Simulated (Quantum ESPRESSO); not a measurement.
# C(111), F on both faces, stepped through the number of bilayers, part 3 of 9

What law, if any, do the results for C(111), F on both faces follow against the number of bilayers?

Quantum ESPRESSO 7.5; plane-wave DFT, PBE, GBRV ultrasoft pseudopotentials.

So far. Step 2 (Relaxing cell and ions of the reference):  The last row is no step: it is a fresh SCF in the final cell with a new plane-wave basis, -0 meV from the row before.

## 4. Relaxing the ions, 2 bilayers

What the set-up leaves free in this member is relaxed.

System of this step: C(111), F on both faces, 2 bilayers. The cell holds 6 atoms: 2 F and 4 C. Cell: a = 2.525 Å, b = 2.525 Å, c = 21.245 Å, α = 90.0°, β = 90.0°, γ = 120.0°. It derives from C. Vacuum lies along c.

File m0.relax.in:

```
&control
  prefix = 'm0.relax'
  outdir = './out'
  pseudo_dir = './pseudo'
  nstep = 80
  forc_conv_thr = 0.0006
  calculation = 'relax'
/
&system
  ibrav = 0
  nat = 6
  ntyp = 2
  ecutwfc = 40
  ecutrho = 200
  occupations = 'smearing'
  smearing = 'fd'
  degauss = 0.002
/
&electrons
  conv_thr = 1e-08
  mixing_beta = 0.4
  electron_maxstep = 120
  mixing_mode = 'plain'
/
&ions
/
ATOMIC_SPECIES
  F   18.9984  f_pbe_v1.4.uspp.F.UPF
  C   12.0110  c_pbe_v1.2.uspp.F.UPF
CELL_PARAMETERS angstrom
  2.52546400400000 0.00000000000000 0.00000000000000
  -1.26273200200000 2.18711598395179 0.00000000000000
  0.00000000000000 0.00000000000000 21.24547105877932
ATOMIC_POSITIONS crystal
  F   0.000000000000 0.000000000000 0.376711230017
  C   0.000000000000 0.000000000000 0.439339472007
  C   0.333333333300 0.666666666700 0.463603683204
  C   0.333333333300 0.666666666700 0.536396316796
  C   0.666666666700 0.333333333300 0.560660527993
  F   0.666666666700 0.333333333300 0.623288769983
K_POINTS automatic
  12 12 1 0 0 0
```

On the command line:

```
$ OMP_NUM_THREADS=1 mpirun -n 4 pw.x -nk 4 -in m0.relax.in > m0.relax.out
```

Log:

```text
[banner, memory and clock lines left out]
Program PWSCF v.7.5 starts

          URL

     Message from routine setup:
     using ibrav=0 with symmetry is DISCOURAGED, use correct ibrav instead

     G-vector sticks info

     bravais-lattice index     =            0
     lattice parameter (alat)  =       4.7724  a.u.
     unit-cell volume          =     791.9102 (a.u.)^3
     number of atoms/cell      =            6
     number of atomic types    =            2
     number of electrons       =        30.00
     number of Kohn-Sham states=           19
     kinetic-energy cutoff     =      40.0000  Ry
     charge density cutoff     =     200.0000  Ry
     scf convergence threshold =      1.0E-08
     mixing beta               =       0.4000
     number of iterations used =            8  plain     mixing
     energy convergence thresh.=      1.0E-04
     force convergence thresh. =      6.0E-04
     Exchange-correlation= SLA  PW   PBE  PBE
                           (   1   4   3   4   0   0   0)
     nstep                     =           80

     celldm(1)=   4.772435  celldm(2)=   0.000000  celldm(3)=   0.000000
     celldm(4)=   0.000000  celldm(5)=   0.000000  celldm(6)=   0.000000

     crystal axes: (cart. coord. in units of alat)
               a(1) = (   1.000000   0.000000   0.000000 )
               a(2) = (  -0.500000   0.866025   0.000000 )
               a(3) = (   0.000000   0.000000   8.412502 )

     reciprocal axes: (cart. coord. in units 2 pi/alat)
               b(1) = (  1.000000  0.577350 -0.000000 )
               b(2) = (  0.000000  1.154701  0.000000 )
               b(3) = (  0.000000 -0.000000  0.118871 )

     PseudoPot. # 1 for F  read from file:
     ./pseudo/f_pbe_v1.4.uspp.F.UPF
     Pseudo is Ultrasoft, Zval =  7.0
     Generated by new atomic code, or converted to UPF format
     Using radial grid of  799 points,  4 beta functions with:
                l(1) =   0
                l(2) =   0
                l(3) =   1
                l(4) =   1
     Q(r) pseudized with  8 coefficients,  rinner =    0.950   0.950   0.950

     PseudoPot. # 2 for C  read from file:
     ./pseudo/c_pbe_v1.2.uspp.F.UPF
     Pseudo is Ultrasoft + core correction, Zval =  4.0
     Generated by new atomic code, or converted to UPF format
     Using radial grid of  721 points,  4 beta functions with:
                l(1) =   0
                l(2) =   0
                l(3) =   1
                l(4) =   1
     Q(r) pseudized with  8 coefficients,  rinner =    1.100   1.100   1.100

     atomic species   valence    mass     pseudopotential
     F                 7.00    18.99840     F ( 1.00)
     C                 4.00    12.01100     C ( 1.00)

     12 Sym. Ops., with inversion, found ( 6 have fractional translation)

   Cartesian axes

     site n.     atom                  positions (alat units)
         1        F      tau(   1) = (   0.0000000   0.0000000   3.1690840  )
         2        C      tau(   2) = (   0.0000000   0.0000000   3.6959442  )
         3        C      tau(   3) = (  -0.0000000   0.5773503   3.9000669  )
         4        C      tau(   4) = (  -0.0000000   0.5773503   4.5124351  )
         5        C      tau(   5) = (   0.5000000   0.2886751   4.7165578  )
         6        F      tau(   6) = (   0.5000000   0.2886751   5.2434180  )

     number of k points=    19  Fermi-Dirac smearing, width (Ry)=  0.0020
                       cart. coord. in units 2pi/alat
        k(    1) = (   0.0000000   0.0000000   0.0000000), wk =   0.0138889
        k(    2) = (   0.0000000   0.0962250   0.0000000), wk =   0.0833333
        k(    3) = (   0.0000000   0.1924501   0.0000000), wk =   0.0833333
        k(    4) = (   0.0000000   0.2886751   0.0000000), wk =   0.0833333
        k(    5) = (   0.0000000   0.3849002   0.0000000), wk =   0.0833333
        k(    6) = (   0.0000000   0.4811252   0.0000000), wk =   0.0833333
        k(    7) = (   0.0000000  -0.5773503   0.0000000), wk =   0.0416667
        k(    8) = (   0.0833333   0.1443376   0.0000000), wk =   0.0833333
        k(    9) = (   0.0833333   0.2405626   0.0000000), wk =   0.1666667
        k(   10) = (   0.0833333   0.3367877   0.0000000), wk =   0.1666667
        k(   11) = (   0.0833333   0.4330127   0.0000000), wk =   0.1666667
        k(   12) = (   0.0833333   0.5292377   0.0000000), wk =   0.1666667
        k(   13) = (   0.1666667   0.2886751   0.0000000), wk =   0.0833333
        k(   14) = (   0.1666667   0.3849002   0.0000000), wk =   0.1666667
        k(   15) = (   0.1666667   0.4811252   0.0000000), wk =   0.1666667
        k(   16) = (   0.1666667   0.5773503   0.0000000), wk =   0.0833333
        k(   17) = (   0.2500000   0.4330127   0.0000000), wk =   0.0833333
        k(   18) = (   0.2500000   0.5292377   0.0000000), wk =   0.1666667
        k(   19) = (   0.3333333   0.5773503   0.0000000), wk =   0.0277778

     Dense  grid:    37909 G-vectors     FFT dimensions: (  24,  24, 192)

     Smooth grid:    27197 G-vectors     FFT dimensions: (  24,  24, 162)

     Initial potential from superposition of free atoms

     starting charge      29.9998, renormalised to      30.0000

     negative rho (up, down):  4.491E-04 0.000E+00
     Starting wfcs are   24 randomized atomic wfcs

     per-process dynamical memory:    34.8 Mb

     Self-consistent Calculation

     iteration #  1     ecut=    40.00 Ry     beta= 0.40
     Davidson diagonalization with overlap
     ethr =  1.00E-02,  avg # of iterations =  2.6

     negative rho (up, down):  1.946E-04 0.000E+00

     total energy              =    -143.07600132 Ry
     estimated scf accuracy    <       0.35076941 Ry

     iteration #  2     ecut=    40.00 Ry     beta= 0.40
     Davidson diagonalization with overlap
     ethr =  1.17E-03,  avg # of iterations =  1.9

     negative rho (up, down):  1.392E-04 0.000E+00

     total energy              =    -143.08195753 Ry
     estimated scf accuracy    <       0.07128622 Ry

     iteration #  3     ecut=    40.00 Ry     beta= 0.40
     Davidson diagonalization with overlap
     ethr =  2.38E-04,  avg # of iterations =  5.9

     negative rho (up, down):  1.842E-04 0.000E+00

     total energy              =    -143.08408503 Ry
     estimated scf accuracy    <       0.01103227 Ry

     iteration #  4     ecut=    40.00 Ry     beta= 0.40
     Davidson diagonalization with overlap
     ethr =  3.68E-05,  avg # of iterations =  4.0

     negative rho (up, down):  1.986E-04 0.000E+00

     total energy              =    -143.08543997 Ry
     estimated scf accuracy    <       0.00095795 Ry

[...]
iteration #  4     ecut=    40.00 Ry     beta= 0.40
     Davidson diagonalization with overlap
     ethr =  7.57E-10,  avg # of iterations =  1.4

     negative rho (up, down):  2.519E-04 0.000E+00

     total energy              =    -143.09164710 Ry
     estimated scf accuracy    <       0.00000002 Ry

     iteration #  5     ecut=    40.00 Ry     beta= 0.40
     Davidson diagonalization with overlap
     ethr =  7.53E-11,  avg # of iterations =  2.0

     negative rho (up, down):  2.520E-04 0.000E+00

     total energy              =    -143.09164710 Ry
     estimated scf accuracy    <          2.4E-09 Ry

     iteration #  6     ecut=    40.00 Ry     beta= 0.40
     Davidson diagonalization with overlap
     ethr =  8.14E-12,  avg # of iterations =  2.0

     negative rho (up, down):  2.520E-04 0.000E+00

     total energy              =    -143.09164710 Ry
     estimated scf accuracy    <          1.5E-10 Ry

     iteration #  7     ecut=    40.00 Ry     beta= 0.40
     Davidson diagonalization with overlap
     ethr =  4.88E-13,  avg # of iterations =  2.2

     negative rho (up, down):  2.520E-04 0.000E+00

     End of self-consistent calculation

          k = 0.0000 0.0000 0.0000 (  3405 PWs)   bands (ev):

   -27.6782 -27.6260 -22.0028 -18.6269 -12.4655  -9.6559  -6.4976  -5.8987
    -5.8987  -5.6279  -5.6279  -3.3912  -3.3912  -2.1837  -2.1837   1.7487
     4.5086   4.6851   4.6851

          k = 0.0000 0.0962 0.0000 (  3389 PWs)   bands (ev):

   -27.6106 -27.5617 -21.8527 -18.4984 -12.3650  -9.6234  -6.8165  -6.2571
    -6.1016  -5.9337  -5.7397  -3.8415  -3.5718  -2.7238  -2.3750   2.0926
     4.3303   5.0787   5.1789

          k = 0.0000 0.1925 0.0000 (  3362 PWs)   bands (ev):

   -27.4219 -27.3820 -21.4032 -18.1146 -12.0818  -9.5665  -8.0013  -7.4033
    -6.6325  -6.4135  -6.0581  -4.5723  -3.9275  -3.8671  -2.8203   2.6493
     4.0870   5.8693   5.9613

          k = 0.0000 0.2887 0.0000 (  3358 PWs)   bands (ev):

   -27.1537 -27.1257 -20.6573 -17.4815 -11.7144 -10.1170  -9.4467  -8.6836
    -7.2948  -7.0452  -6.4999  -5.2691  -4.8646  -4.2546  -3.2852   2.8444
     4.0889   5.9117   6.8781

          k = 0.0000 0.3849 0.0000 (  3392 PWs)   bands (ev):

   -26.8720 -26.8557 -19.6250 -16.6143 -12.4668 -11.1070 -10.5168  -9.1009
    -7.8870  -7.6444  -6.9333  -6.2055  -5.2523  -4.5021  -3.6433   2.7601
     4.2746   5.6070   7.2213

          k = 0.0000 0.4811 0.0000 (  3382 PWs)   bands (ev):

   -26.6559 -26.6485 -18.3529 -15.6044 -14.3093 -12.4459 -10.3377  -9.2862
    -8.2821  -7.9795  -7.2402  -6.8652  -5.4840  -4.6578  -3.8616   2.7926
     4.1207   5.1436   7.4106

          k = 0.0000-0.5774 0.0000 (  3400 PWs)   bands (ev):

   -26.5740 -26.5712 -17.3509 -15.8139 -14.3776 -13.5923 -10.0804  -9.4561
    -8.4195  -8.0600  -7.3498  -7.0990  -5.5755  -4.7112  -3.9348   2.9142
     3.7972   5.0739   7.9502

          k = 0.0833 0.1443 0.0000 (  3375 PWs)   bands (ev):

   -27.4825 -27.4397 -21.5529 -18.2422 -12.1727  -9.5752  -7.5139  -6.9359
    -6.7027  -6.3054  -5.9032  -4.2718  -4.0714  -3.3136  -2.8425   2.5889
     4.3219   5.4226   5.7729

          k = 0.0833 0.2406 0.0000 (  3363 PWs)   bands (ev):

   -27.2537 -27.2212 -20.9549 -17.7333 -11.8335  -9.6184  -8.9276  -8.1346
    -7.4489  -6.9385  -6.2605  -4.9582  -4.6148  -4.0507  -3.4010   3.1735
     4.2700   6.0927   6.5145

          k = 0.0833 0.3368 0.0000 (  3376 PWs)   bands (ev):

   -26.9777 -26.9570 -20.0643 -16.9810 -11.7169 -10.7887  -9.9906  -8.9720
    -8.1446  -7.5640  -6.8217  -5.8026  -5.0860  -4.4905  -3.7954   3.3567
     4.4146   6.2639   7.1257

          k = 0.0833 0.4330 0.0000 (  3385 PWs)   bands (ev):

   -26.7274 -26.7165 -18.9022 -16.0148 -13.3455 -11.6615 -10.4622  -9.2217
    -8.6199  -7.9554  -7.3804  -6.5263  -5.4479  -4.6858  -4.0619   3.3624
     4.5388   5.8234   7.4685

          k = 0.0833 0.5292 0.0000 (  3394 PWs)   bands (ev):

   -26.5770 -26.5729 -17.6020 -15.4127 -14.5507 -13.1014 -10.1223  -9.4324
    -8.8846  -8.0664  -7.7249  -6.9361  -5.6465  -4.7783  -4.2007   3.5672
     4.1202   5.6553   7.6895

          k = 0.1667 0.2887 0.0000 (  3375 PWs)   bands (ev):

   -27.0164 -26.9939 -20.2114 -17.1039 -11.5761 -10.0637 -10.0267  -8.7616
    -8.4547  -7.9169  -6.6670  -5.7102  -4.8924  -4.3888  -4.1880   4.0699
     4.4659   6.5330   7.6084

          k = 0.1667 0.3849 0.0000 (  3380 PWs)   bands (ev):

   -26.7698 -26.7568 -19.1846 -16.2410 -12.3175 -11.1595 -10.3824  -9.4256
    -9.0778  -8.5069  -7.2930  -6.3080  -5.3225  -4.7735  -4.5282   4.3129
     4.9376   6.9820   7.4830

          k = 0.1667 0.4811 0.0000 (  3392 PWs)   bands (ev):

   -26.5826 -26.5768 -17.9260 -15.2328 -13.9807 -12.3312 -10.2917  -9.9244
    -9.3750  -8.5573  -7.8996  -6.6692  -5.7634  -4.8906  -4.7374   4.2256
     5.3457   6.8624   7.3372

          k = 0.1667 0.5774 0.0000 (  3398 PWs)   bands (ev):

   -26.5121 -26.5099 -16.9489 -15.4065 -13.9848 -13.4138 -10.4817  -9.6935
    -9.5317  -8.5662  -8.1638  -6.7946  -5.9253  -4.8858  -4.8523   4.2123
     5.3403   6.9161   7.3071

          k = 0.2500 0.4330 0.0000 (  3393 PWs)   bands (ev):

   -26.5853 -26.5788 -18.0481 -15.2931 -13.2150 -12.2064 -10.2768 -10.2682
    -9.8673  -8.7436  -7.8549  -6.5737  -5.6252  -5.2856  -4.8227   4.5104
     5.7652   6.7076   9.0472

          k = 0.2500 0.5292 0.0000 (  3404 PWs)   bands (ev):

   -26.4766 -26.4743 -16.8122 -14.6505 -14.0236 -13.0991 -11.2728 -10.5642
    -9.4318  -8.8085  -8.3506  -6.5477  -6.0325  -5.5275  -4.9225   4.5654
     5.6444   7.4286   8.5216

          k = 0.3333 0.5774 0.0000 (  3369 PWs)   bands (ev):

   -26.4373 -26.4373 -16.1423 -14.3127 -14.3127 -13.2706 -11.4551 -11.4551
    -8.9341  -8.8427  -8.8427  -6.1613  -6.1258  -6.1258  -4.9554   5.0345
     5.0345   8.2069   9.0227

     the Fermi energy is     0.0019 ev

!    total energy              =    -143.09164710 Ry
     estimated scf accuracy    <          8.1E-12 Ry
     smearing contrib. (-TS)   =       0.00000000 Ry
     internal energy E=F+TS    =    -143.09164710 Ry

     The total energy is F=E-TS. E is the sum of the following terms:
     one-electron contribution =   -1758.91902269 Ry
     hartree contribution      =     887.97465727 Ry
     xc contribution           =     -33.33288692 Ry
     ewald contribution        =     761.18560524 Ry

     convergence has been achieved in   7 iterations

     negative rho (up, down):  2.520E-04 0.000E+00

     Forces acting on atoms (cartesian axes, Ry/au):

     atom    1 type  1   force =    -0.00000000   -0.00000000   -0.00005960
     atom    2 type  2   force =     0.00000000    0.00000000    0.00011845
     atom    3 type  2   force =     0.00000000    0.00000000   -0.00004165
     atom    4 type  2   force =     0.00000000    0.00000000    0.00004165
     atom    5 type  2   force =     0.00000000    0.00000000   -0.00011845
     atom    6 type  1   force =    -0.00000000    0.00000000    0.00005960

     Total force =     0.000197     Total SCF correction =     0.000019
     Energy error            =      5.2E-06 Ry
     Gradient error          =      1.2E-04 Ry/Bohr

     bfgs converged in   7 scf cycles and   6 bfgs steps
     (criteria: energy <  1.0E-04 Ry, force <  6.0E-04 Ry/Bohr)

     End of BFGS Geometry Optimization

     Final energy             =    -143.0916471049 Ry

     File ./out/m0.relax.bfgs deleted, as requested
Begin final coordinates

ATOMIC_POSITIONS (crystal)
F               -0.0000000000       -0.0000000000        0.3748686075
C                0.0000000000        0.0000000000        0.4396464111
C                0.3333333333        0.6666666667        0.4634540227
C                0.3333333333        0.6666666667        0.5365459773
C                0.6666666667        0.3333333333        0.5603535889
F                0.6666666667        0.3333333333        0.6251313925
End final coordinates

     XML data file, charge density, pseudopotentials, collected wavefunctions

                                        0.00s GPU  (    1169 calls)
```

Wall time 29 s (4 MPI ranks of AMD EPYC 7R43, shared host); peak memory 0.34 GiB; 1.9 min of CPU time.

The steps of the relaxation:

| step | energy less that of the first step (eV) | largest force (eV/Å) |
| --- | --- | --- |
| 1 | 0.0000 | 1.9310 |
| 2 | -0.0347 | 1.5594 |
| 3 | -0.0790 | 0.2749 |
| 4 | -0.0812 | 0.1387 |
| 5 | -0.0822 | 0.1116 |
| 6 | -0.0828 | 0.0447 |
| 7 | -0.0828 | 0.0030 |

The atoms that moved most (Å):

| atom | dx | dy | dz | length |
| --- | --- | --- | --- | --- |
| F1 | 0.000 | 0.000 | -0.039 | 0.039 |
| F6 | 0.000 | 0.000 | 0.039 | 0.039 |
| C2 | 0.000 | 0.000 | 0.007 | 0.007 |
| C5 | 0.000 | 0.000 | -0.007 | 0.007 |

The relaxed structure:

```xyz
6
Lattice="2.5255 0.0000 0.0000 -1.2627 2.1871 0.0000 0.0000 0.0000 21.2455" Properties=species:S:1:pos:R:3
F     0.0000    0.0000    7.9643
C     0.0000    0.0000    9.3405
C     0.0000    1.4581    9.8463
C     0.0000    1.4581   11.3992
C     1.2627    0.7290   11.9050
F     1.2627    0.7290   13.2812
```

The relaxation lowers the energy by 14 meV an atom.

Numbers from this step:

```
free energy  : -1946.8610 eV
Fermi energy : 0.0019 eV
```

(Continued in part 4 of 9.)

[Logs are printed without paths, hosts, clocks, repeated set-up lines and the standing remarks that a program may print on its own settings, such as how far it seeks lower states.]

[Hosts, paths, dates, database ids (printed as entryN), source tags and the programs' standing remarks are cut or masked in the printed files.]

[Maps of the electrostatic potential energy from Ansatz leave out the sawtooth potential of an applied field or a dipole correction, so their vacuum need not be flat; planar profiles and work functions include it.]
